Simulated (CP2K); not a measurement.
Two runs for the S L₂,₃ edge of 3-methylthiopyrrole. Run A: CP2K XAS_TDP, all-electron GAPW, PBEh(45%), aug-cc-pVDZ, TDA, ZORA, spin–orbit coupling. Run B differs in one setting.

First lines with a strength over 0.0003. A:

```csv
atom,energy (eV),states,"strength, one atom"
S2 (bonded to 2 C),163.88,1,0.0019
,164.12,1,0.0014
,164.76,2,0.0013
,164.91,1,0.0042
,164.95,1,0.0010
```

B:

```csv
atom,energy (eV),states,"strength, one atom"
S2 (bonded to 2 C),167.08,1,0.0018
,167.31,1,0.0015
,167.95,1,0.0006
,168.11,1,0.0033
,168.15,1,0.0010
```

**Question.** Which was it: GW2X switched on, the basis, the functional?

GW2X switched on. GW2X shifts the lines nearly together; each 2p level gets its own shift. The lowest line over the strength cut lies at 167.08 eV, against 163.88 eV (PBEh(45%), aug-cc-pVDZ).

[Banner, clock and machine lines of the logs are left out without a mark of their own.]

[Logs are printed without paths, hosts, clocks, repeated set-up lines and the standing remarks that a program may print on its own settings, such as how far it seeks lower states.]

[Hosts, paths, dates, database ids (printed as entryN), source tags and the programs' standing remarks are cut or masked in the printed files.]
